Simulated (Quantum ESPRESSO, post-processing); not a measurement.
# Ca(100), 5 layers: vacuum convergence, part 2 of 2

Aim: how far one choice must go before the vacuum level and the energy of Ca(100), 5 layers stand still, and what it costs.

Quantum ESPRESSO 7.5; plane-wave DFT, PBE, PseudoDojo norm-conserving pseudopotentials.

So far. Step 3 (Electrostatic potential): Inside the slab this potential holds the local part of the pseudopotentials, which can be repulsive at the nuclei; only its value in the vacuum has a meaning of its own. Step 5 (Electrostatic potential): Counted from each run's own zero (the Fermi level), the vacuum level differs from the first run's by -0 meV.

### 6. Self-consistent run: 14 Å of vacuum

Contents of c4.in:

```
&control
  prefix = 'c4'
  outdir = './out'
  pseudo_dir = './pseudo'
  calculation = 'scf'
  tprnfor = .true.
/
&system
  ibrav = 0
  nat = 5
  ntyp = 1
  ecutwfc = 56
  ecutrho = 224
  occupations = 'smearing'
  smearing = 'mv'
  degauss = 0.02
/
&electrons
  conv_thr = 1e-07
  mixing_beta = 0.4
  electron_maxstep = 120
  mixing_mode = 'local-TF'
/
ATOMIC_SPECIES
  Ca  40.0780  Ca.dojo-sr-pbe-0.4.1-standard.upf
CELL_PARAMETERS angstrom
  3.94565583902094 0.00000000000000 0.00000000000000
  0.00000000000000 3.94565583902094 0.00000000000000
  0.00000000000000 0.00000000000000 25.16000000000000
ATOMIC_POSITIONS crystal
  Ca  0.000000000000 0.000000000000 0.278219395866
  Ca  0.500000000000 0.500000000000 0.389109697933
  Ca  0.000000000000 0.000000000000 0.500000000000
  Ca  0.500000000000 0.500000000000 0.610890302067
  Ca  0.000000000000 0.000000000000 0.721780604134
K_POINTS automatic
  8 8 1 0 0 0
```

On the command line:

```sh
$ OMP_NUM_THREADS=1 mpirun -n 4 pw.x -nk 4 -in c4.in > c4.out
```

The log of the run:

```text
[banner, memory and clock lines left out]
Program PWSCF v.7.5 starts
[...]
Message from routine setup:
[...]
number of electrons       =        50.00
     number of Kohn-Sham states=           30
     kinetic-energy cutoff     =      56.0000  Ry
     charge density cutoff     =     224.0000  Ry
[...]
number of k points=    15  Marzari-Vanderbilt smearing, width (Ry)=  0.0200
[...]
Dense  grid:   149567 G-vectors     FFT dimensions: (  36,  36, 240)
[...]
negative rho (up, down):  1.155E-04 0.000E+00
     Starting wfcs are   25 randomized atomic wfcs +    5 random wfcs
[...]
estimated scf accuracy    <       0.71863763 Ry
[...]
estimated scf accuracy    <       0.43911555 Ry
[...]
estimated scf accuracy    <       0.02452021 Ry
[...]
estimated scf accuracy    <       0.01369543 Ry
[...]
estimated scf accuracy    <       0.02352597 Ry
[...]
estimated scf accuracy    <       0.00494149 Ry
[...]
estimated scf accuracy    <       0.02174214 Ry
[...]
estimated scf accuracy    <       0.00459732 Ry
[...]
estimated scf accuracy    <       0.00029307 Ry
[...]
estimated scf accuracy    <       0.00014558 Ry
[...]
estimated scf accuracy    <       0.00066505 Ry
[...]
estimated scf accuracy    <       0.00006008 Ry
[...]
estimated scf accuracy    <       0.00003236 Ry
[...]
estimated scf accuracy    <       0.00000241 Ry
[...]
estimated scf accuracy    <       0.00000014 Ry
[...]
estimated scf accuracy    <       0.00000011 Ry
[...]
estimated scf accuracy    <       0.00000013 Ry
[...]
the Fermi energy is     1.5472 ev
!    total energy              =    -387.05329041 Ry
     estimated scf accuracy    <       0.00000001 Ry
     smearing contrib. (-TS)   =      -0.00167778 Ry
     internal energy E=F+TS    =    -387.05161263 Ry
[...]
one-electron contribution =   -1120.00898113 Ry
     hartree contribution      =     555.42697185 Ry
     xc contribution           =     -72.73855718 Ry
     ewald contribution        =     250.26895384 Ry
     convergence has been achieved in  18 iterations
[...]
Total force =     0.008040     Total SCF correction =     0.000420
[...]
```

Elapsed: 79 s, on 4 MPI ranks of Arm Neoverse V1, shared host; peak memory 0.8 GiB.

Numbers from this step:

- free energy: -5266.1283 eV
- Fermi energy: 1.547 eV

The program's own clock; routines nest. Time by routine:

```
     routine  wall time (s)  calls
       PWSCF          78.25      1
   electrons           76.2      1
     c_bands          55.02     18
     cegterg           45.9     72
       h_psi          37.79    417
        fftw          33.34  12772
    vloc_psi          29.81    417
     mix_rho          11.94     18
    sum_band              7     18
        ffts           6.84   1631
      calbec           4.17    433
  add_vuspsi           4.01    417
h_psi:calbec           3.85    417
    v_of_rho           1.98     19
```

### 7. Electrostatic potential

Contents of c4.pot.in:

```
&inputpp
  prefix = 'c4'
  outdir = './out'
  filplot = 'c4.pot.dat'
  plot_num = 11
/
```

On the command line:

```sh
$ OMP_NUM_THREADS=1 mpirun -n 4 pp.x -in c4.pot.in > c4.pot.out
```

Run time: 0.83 s. Hardware: 4 MPI ranks; peak memory 0.12 GiB.

Numbers from this step:

- potential in the middle of the vacuum, over the Fermi level: 2.775 eV

Counted from each run's own zero (the Fermi level), the vacuum level differs from the first run's by +2 meV.

### 8. Ground state: 12 Å of vacuum

Contents of c6.in:

```
&control
  prefix = 'c6'
  outdir = './out'
  pseudo_dir = './pseudo'
  calculation = 'scf'
  tprnfor = .true.
/
&system
  ibrav = 0
  nat = 5
  ntyp = 1
  ecutwfc = 56
  ecutrho = 224
  occupations = 'smearing'
  smearing = 'mv'
  degauss = 0.02
/
&electrons
  conv_thr = 1e-07
  mixing_beta = 0.4
  electron_maxstep = 120
  mixing_mode = 'local-TF'
/
ATOMIC_SPECIES
  Ca  40.0780  Ca.dojo-sr-pbe-0.4.1-standard.upf
CELL_PARAMETERS angstrom
  3.94565583902094 0.00000000000000 0.00000000000000
  0.00000000000000 3.94565583902094 0.00000000000000
  0.00000000000000 0.00000000000000 23.16000000000000
ATOMIC_POSITIONS crystal
  Ca  0.000000000000 0.000000000000 0.259067357513
  Ca  0.500000000000 0.500000000000 0.379533678756
  Ca  0.000000000000 0.000000000000 0.500000000000
  Ca  0.500000000000 0.500000000000 0.620466321244
  Ca  0.000000000000 0.000000000000 0.740932642487
K_POINTS automatic
  8 8 1 0 0 0
```

On the command line:

```sh
$ OMP_NUM_THREADS=1 mpirun -n 4 pw.x -nk 4 -in c6.in > c6.out
```

The log of the run:

```text
[banner, memory and clock lines left out]
Program PWSCF v.7.5 starts
[...]
Message from routine setup:
[...]
number of electrons       =        50.00
     number of Kohn-Sham states=           30
     kinetic-energy cutoff     =      56.0000  Ry
     charge density cutoff     =     224.0000  Ry
[...]
number of k points=    15  Marzari-Vanderbilt smearing, width (Ry)=  0.0200
[...]
Dense  grid:   137725 G-vectors     FFT dimensions: (  36,  36, 216)
[...]
negative rho (up, down):  6.187E-05 0.000E+00
     Starting wfcs are   25 randomized atomic wfcs +    5 random wfcs
[...]
estimated scf accuracy    <       0.72109510 Ry
[...]
estimated scf accuracy    <       0.44741367 Ry
[...]
estimated scf accuracy    <       0.02813672 Ry
[...]
estimated scf accuracy    <       0.01439690 Ry
[...]
estimated scf accuracy    <       0.03391374 Ry
[...]
estimated scf accuracy    <       0.00428781 Ry
[...]
estimated scf accuracy    <       0.01261399 Ry
[...]
estimated scf accuracy    <       0.00345068 Ry
[...]
estimated scf accuracy    <       0.00045144 Ry
[...]
estimated scf accuracy    <       0.00005218 Ry
[...]
estimated scf accuracy    <       0.00002585 Ry
[...]
estimated scf accuracy    <       0.00002186 Ry
[...]
estimated scf accuracy    <       0.00000190 Ry
[...]
estimated scf accuracy    <       0.00000080 Ry
[...]
the Fermi energy is     1.9188 ev
!    total energy              =    -387.05330520 Ry
     estimated scf accuracy    <       0.00000002 Ry
     smearing contrib. (-TS)   =      -0.00167497 Ry
     internal energy E=F+TS    =    -387.05163023 Ry
[...]
one-electron contribution =    -879.54204005 Ry
     hartree contribution      =     435.87593645 Ry
     xc contribution           =     -72.73852288 Ry
     ewald contribution        =     129.35299626 Ry
     convergence has been achieved in  15 iterations
[...]
Total force =     0.008048     Total SCF correction =     0.000509
[...]
```

It took 61 s on 4 MPI ranks; peak memory 0.75 GiB.

Read from the output:

- free energy: -5266.1285 eV
- Fermi energy: 1.919 eV

The program's own clock; routines nest. Time by routine:

```
     routine  wall time (s)  calls
       PWSCF          60.79      1
   electrons          58.83      1
     c_bands          44.72     15
     cegterg          37.51     60
       h_psi           31.1    380
        fftw          27.73  10780
    vloc_psi          24.81    380
     mix_rho           6.65     15
    sum_band           5.69     15
        ffts           3.91    919
      calbec            3.3    396
  add_vuspsi           3.17    380
h_psi:calbec           3.01    380
    v_of_rho            1.6     16
```

### 9. Potential by pp.x

Contents of c6.pot.in:

```
&inputpp
  prefix = 'c6'
  outdir = './out'
  filplot = 'c6.pot.dat'
  plot_num = 11
/
```

On the command line:

```sh
$ OMP_NUM_THREADS=1 mpirun -n 4 pp.x -in c6.pot.in > c6.pot.out
```

Elapsed: 0.81 s, on 4 MPI ranks; peak memory 0.12 GiB.

This step gave:

- potential in the middle of the vacuum, over the Fermi level: 2.781 eV

Counted from each run's own zero (the Fermi level), the vacuum level differs from the first run's by +8 meV.

### 10. Self-consistent run: 10 Å of vacuum

Contents of c8.in:

```
&control
  prefix = 'c8'
  outdir = './out'
  pseudo_dir = './pseudo'
  calculation = 'scf'
  tprnfor = .true.
/
&system
  ibrav = 0
  nat = 5
  ntyp = 1
  ecutwfc = 56
  ecutrho = 224
  occupations = 'smearing'
  smearing = 'mv'
  degauss = 0.02
/
&electrons
  conv_thr = 1e-07
  mixing_beta = 0.4
  electron_maxstep = 120
  mixing_mode = 'local-TF'
/
ATOMIC_SPECIES
  Ca  40.0780  Ca.dojo-sr-pbe-0.4.1-standard.upf
CELL_PARAMETERS angstrom
  3.94565583902094 0.00000000000000 0.00000000000000
  0.00000000000000 3.94565583902094 0.00000000000000
  0.00000000000000 0.00000000000000 21.16000000000000
ATOMIC_POSITIONS crystal
  Ca  0.000000000000 0.000000000000 0.236294896030
  Ca  0.500000000000 0.500000000000 0.368147448015
  Ca  0.000000000000 0.000000000000 0.500000000000
  Ca  0.500000000000 0.500000000000 0.631852551985
  Ca  0.000000000000 0.000000000000 0.763705103970
K_POINTS automatic
  8 8 1 0 0 0
```

On the command line:

```sh
$ OMP_NUM_THREADS=1 mpirun -n 4 pw.x -nk 4 -in c8.in > c8.out
```

The log of the run:

```text
[banner, memory and clock lines left out]
Program PWSCF v.7.5 starts
[...]
Message from routine setup:
[...]
number of electrons       =        50.00
     number of Kohn-Sham states=           30
     kinetic-energy cutoff     =      56.0000  Ry
     charge density cutoff     =     224.0000  Ry
[...]
number of k points=    15  Marzari-Vanderbilt smearing, width (Ry)=  0.0200
[...]
Dense  grid:   125923 G-vectors     FFT dimensions: (  36,  36, 192)
[...]
negative rho (up, down):  5.216E-06 0.000E+00
     Starting wfcs are   25 randomized atomic wfcs +    5 random wfcs
[...]
estimated scf accuracy    <       0.71125807 Ry
[...]
estimated scf accuracy    <       0.43559277 Ry
[...]
estimated scf accuracy    <       0.02432066 Ry
[...]
estimated scf accuracy    <       0.01224952 Ry
[...]
estimated scf accuracy    <       0.02331187 Ry
[...]
estimated scf accuracy    <       0.00327823 Ry
[...]
estimated scf accuracy    <       0.01197826 Ry
[...]
estimated scf accuracy    <       0.00220736 Ry
[...]
estimated scf accuracy    <       0.00018886 Ry
[...]
estimated scf accuracy    <       0.00002087 Ry
[...]
estimated scf accuracy    <       0.00000755 Ry
[...]
estimated scf accuracy    <       0.00000119 Ry
[...]
estimated scf accuracy    <       0.00000124 Ry
[...]
the Fermi energy is     2.3576 ev
!    total energy              =    -387.05347085 Ry
     estimated scf accuracy    <          9.8E-09 Ry
     smearing contrib. (-TS)   =      -0.00166410 Ry
     internal energy E=F+TS    =    -387.05180674 Ry
[...]
one-electron contribution =    -660.89753549 Ry
     hartree contribution      =     327.36012858 Ry
     xc contribution           =     -72.73784067 Ry
     ewald contribution        =      19.22344083 Ry
     convergence has been achieved in  14 iterations
[...]
Total force =     0.008123     Total SCF correction =     0.000064
[...]
```

The job ended after 50 s (4 MPI ranks; peak memory 0.72 GiB).

Read from the output:

```
free energy  : -5266.1307 eV
Fermi energy : 2.358 eV
```

The program's own clock; routines nest. Time by routine:

```
     routine  wall time (s)  calls
       PWSCF          49.15      1
   electrons          47.41      1
     c_bands           37.2     14
     cegterg          30.96     56
       h_psi          25.32    349
        fftw           21.8  10164
    vloc_psi           19.8    349
    sum_band            4.5     14
     mix_rho           4.19     14
      calbec           2.94    365
  add_vuspsi           2.76    349
h_psi:calbec           2.66    349
        ffts           2.39    721
    v_of_rho            1.3     15
```

### 11. Potential by pp.x

Contents of c8.pot.in:

```
&inputpp
  prefix = 'c8'
  outdir = './out'
  filplot = 'c8.pot.dat'
  plot_num = 11
/
```

On the command line:

```sh
$ OMP_NUM_THREADS=1 mpirun -n 4 pp.x -in c8.pot.in > c8.pot.out
```

Run time: 0.83 s. Hardware: 4 MPI ranks; peak memory 0.12 GiB; 3 s of CPU time.

This step gave:

* potential in the middle of the vacuum, over the Fermi level: 2.800 eV

Counted from each run's own zero (the Fermi level), the vacuum level differs from the first run's by +27 meV.

### 12. SCF with pw.x: 8 Å of vacuum

Contents of c10.in:

```
&control
  prefix = 'c10'
  outdir = './out'
  pseudo_dir = './pseudo'
  calculation = 'scf'
  tprnfor = .true.
/
&system
  ibrav = 0
  nat = 5
  ntyp = 1
  ecutwfc = 56
  ecutrho = 224
  occupations = 'smearing'
  smearing = 'mv'
  degauss = 0.02
/
&electrons
  conv_thr = 1e-07
  mixing_beta = 0.4
  electron_maxstep = 120
  mixing_mode = 'local-TF'
/
ATOMIC_SPECIES
  Ca  40.0780  Ca.dojo-sr-pbe-0.4.1-standard.upf
CELL_PARAMETERS angstrom
  3.94565583902094 0.00000000000000 0.00000000000000
  0.00000000000000 3.94565583902094 0.00000000000000
  0.00000000000000 0.00000000000000 19.16000000000000
ATOMIC_POSITIONS crystal
  Ca  0.000000000000 0.000000000000 0.208768267223
  Ca  0.500000000000 0.500000000000 0.354384133612
  Ca  0.000000000000 0.000000000000 0.500000000000
  Ca  0.500000000000 0.500000000000 0.645615866388
  Ca  0.000000000000 0.000000000000 0.791231732777
K_POINTS automatic
  8 8 1 0 0 0
```

On the command line:

```sh
$ OMP_NUM_THREADS=1 mpirun -n 4 pw.x -nk 4 -in c10.in > c10.out
```

The log of the run:

```text
[banner, memory and clock lines left out]
Program PWSCF v.7.5 starts
[...]
Message from routine setup:
[...]
number of electrons       =        50.00
     number of Kohn-Sham states=           30
     kinetic-energy cutoff     =      56.0000  Ry
     charge density cutoff     =     224.0000  Ry
[...]
number of k points=    15  Marzari-Vanderbilt smearing, width (Ry)=  0.0200
[...]
Dense  grid:   114001 G-vectors     FFT dimensions: (  36,  36, 180)
[...]
Starting wfcs are   25 randomized atomic wfcs +    5 random wfcs
[...]
estimated scf accuracy    <       0.71235251 Ry
[...]
estimated scf accuracy    <       0.43156552 Ry
[...]
estimated scf accuracy    <       0.02147880 Ry
[...]
estimated scf accuracy    <       0.00920831 Ry
[...]
estimated scf accuracy    <       0.01803729 Ry
[...]
estimated scf accuracy    <       0.00309834 Ry
[...]
estimated scf accuracy    <       0.00428763 Ry
[...]
estimated scf accuracy    <       0.00128377 Ry
[...]
estimated scf accuracy    <       0.00022645 Ry
[...]
estimated scf accuracy    <       0.00000404 Ry
[...]
estimated scf accuracy    <       0.00000681 Ry
[...]
estimated scf accuracy    <       0.00000450 Ry
[...]
estimated scf accuracy    <       0.00000044 Ry
[...]
the Fermi energy is     2.8780 ev
!    total energy              =    -387.05421311 Ry
     estimated scf accuracy    <       0.00000004 Ry
     smearing contrib. (-TS)   =      -0.00164091 Ry
     internal energy E=F+TS    =    -387.05257220 Ry
[...]
one-electron contribution =    -470.88287470 Ry
     hartree contribution      =     233.30736031 Ry
     xc contribution           =     -72.73540138 Ry
     ewald contribution        =     -76.74165643 Ry
     convergence has been achieved in  14 iterations
[...]
Total force =     0.007389     Total SCF correction =     0.000704
[...]
```

It took 48 s on 4 MPI ranks; peak memory 0.65 GiB.

Read from the output:

```
free energy  : -5266.1408 eV
Fermi energy : 2.878 eV
```

The program's own clock; routines nest. Time by routine:

```
     routine  wall time (s)  calls
       PWSCF          47.91      1
   electrons           45.9      1
     c_bands          36.74     14
     cegterg          30.39     56
       h_psi          25.05    377
        fftw          21.86  10262
    vloc_psi          19.87    377
    sum_band           4.56     14
     mix_rho           3.16     14
      calbec           2.73    393
  add_vuspsi            2.6    377
h_psi:calbec           2.48    377
        ffts           1.69    519
    v_of_rho            1.3     15
```

### 13. Electrostatic potential

Contents of c10.pot.in:

```
&inputpp
  prefix = 'c10'
  outdir = './out'
  filplot = 'c10.pot.dat'
  plot_num = 11
/
```

On the command line:

```sh
$ OMP_NUM_THREADS=1 mpirun -n 4 pp.x -in c10.pot.in > c10.pot.out
```

The job ended after 0.79 s (4 MPI ranks; peak memory 0.12 GiB; 2.8 s of CPU time).

Numbers from this step:

- potential in the middle of the vacuum, over the Fermi level: 2.864 eV

Counted from each run's own zero (the Fermi level), the vacuum level differs from the first run's by +91 meV.

### 14. The series side by side

All levels:

```
         level  vacuum level over the Fermi level (eV)  its change from the first (meV)  energy from the first (meV an atom)  SCF iterations  wall time (s)  peak memory (GiB)  CPU time (s)
24 Å of vacuum                                   2.773                                0                                    0              19          115.7               1.07         462.6
18 Å of vacuum                                   2.773                          -0.3582                              0.01069              16          84.73                0.9         338.6
14 Å of vacuum                                   2.775                            2.222                             -0.02335              18          78.79                0.8         314.8
12 Å of vacuum                                   2.781                            8.497                             -0.06359              15          61.33               0.75         244.9
10 Å of vacuum                                     2.8                            27.19                              -0.5143              14          49.69               0.72         198.4
 8 Å of vacuum                                   2.864                            91.38                               -2.534              14          48.47               0.65         193.5
```

### 15. Outcome

| Property | Result |
| --- | --- |
| vacuum level over the Fermi level, 24 Å of vacuum | 2.773 eV |
| cheapest step of the main series that, with all steps before it, keeps the vacuum level within 20 meV of the first | 12 Å of vacuum: +8 meV, 4.1 min of CPU time against 7.7 min |
| setting with the largest shift of the level | 8 Å of vacuum: +91 meV |

What this shows: The cheapest step of the main series that, with all steps before it, keeps the vacuum level within 20 meV of the first is 12 Å of vacuum: +8 meV, 4.1 min of CPU time against 7.7 min. Over the series the energy moves by up to 2.53 meV an atom and the vacuum level by up to 91 meV. The level is read in the middle of the vacuum, where a short gap still holds the tails of both faces. The times come from a shared host and are rough. Peak memory is sampled during the run and can miss the peak. The geometry is as built, not relaxed.

[Logs are printed without paths, hosts, clocks, repeated set-up lines and the standing remarks that a program may print on its own settings, such as how far it seeks lower states.]

[Hosts, paths, dates, database ids (printed as entryN), source tags and the programs' standing remarks are cut or masked in the printed files.]

[Maps of the electrostatic potential energy from Ansatz leave out the sawtooth potential of an applied field or a dipole correction, so their vacuum need not be flat; planar profiles and work functions include it.]
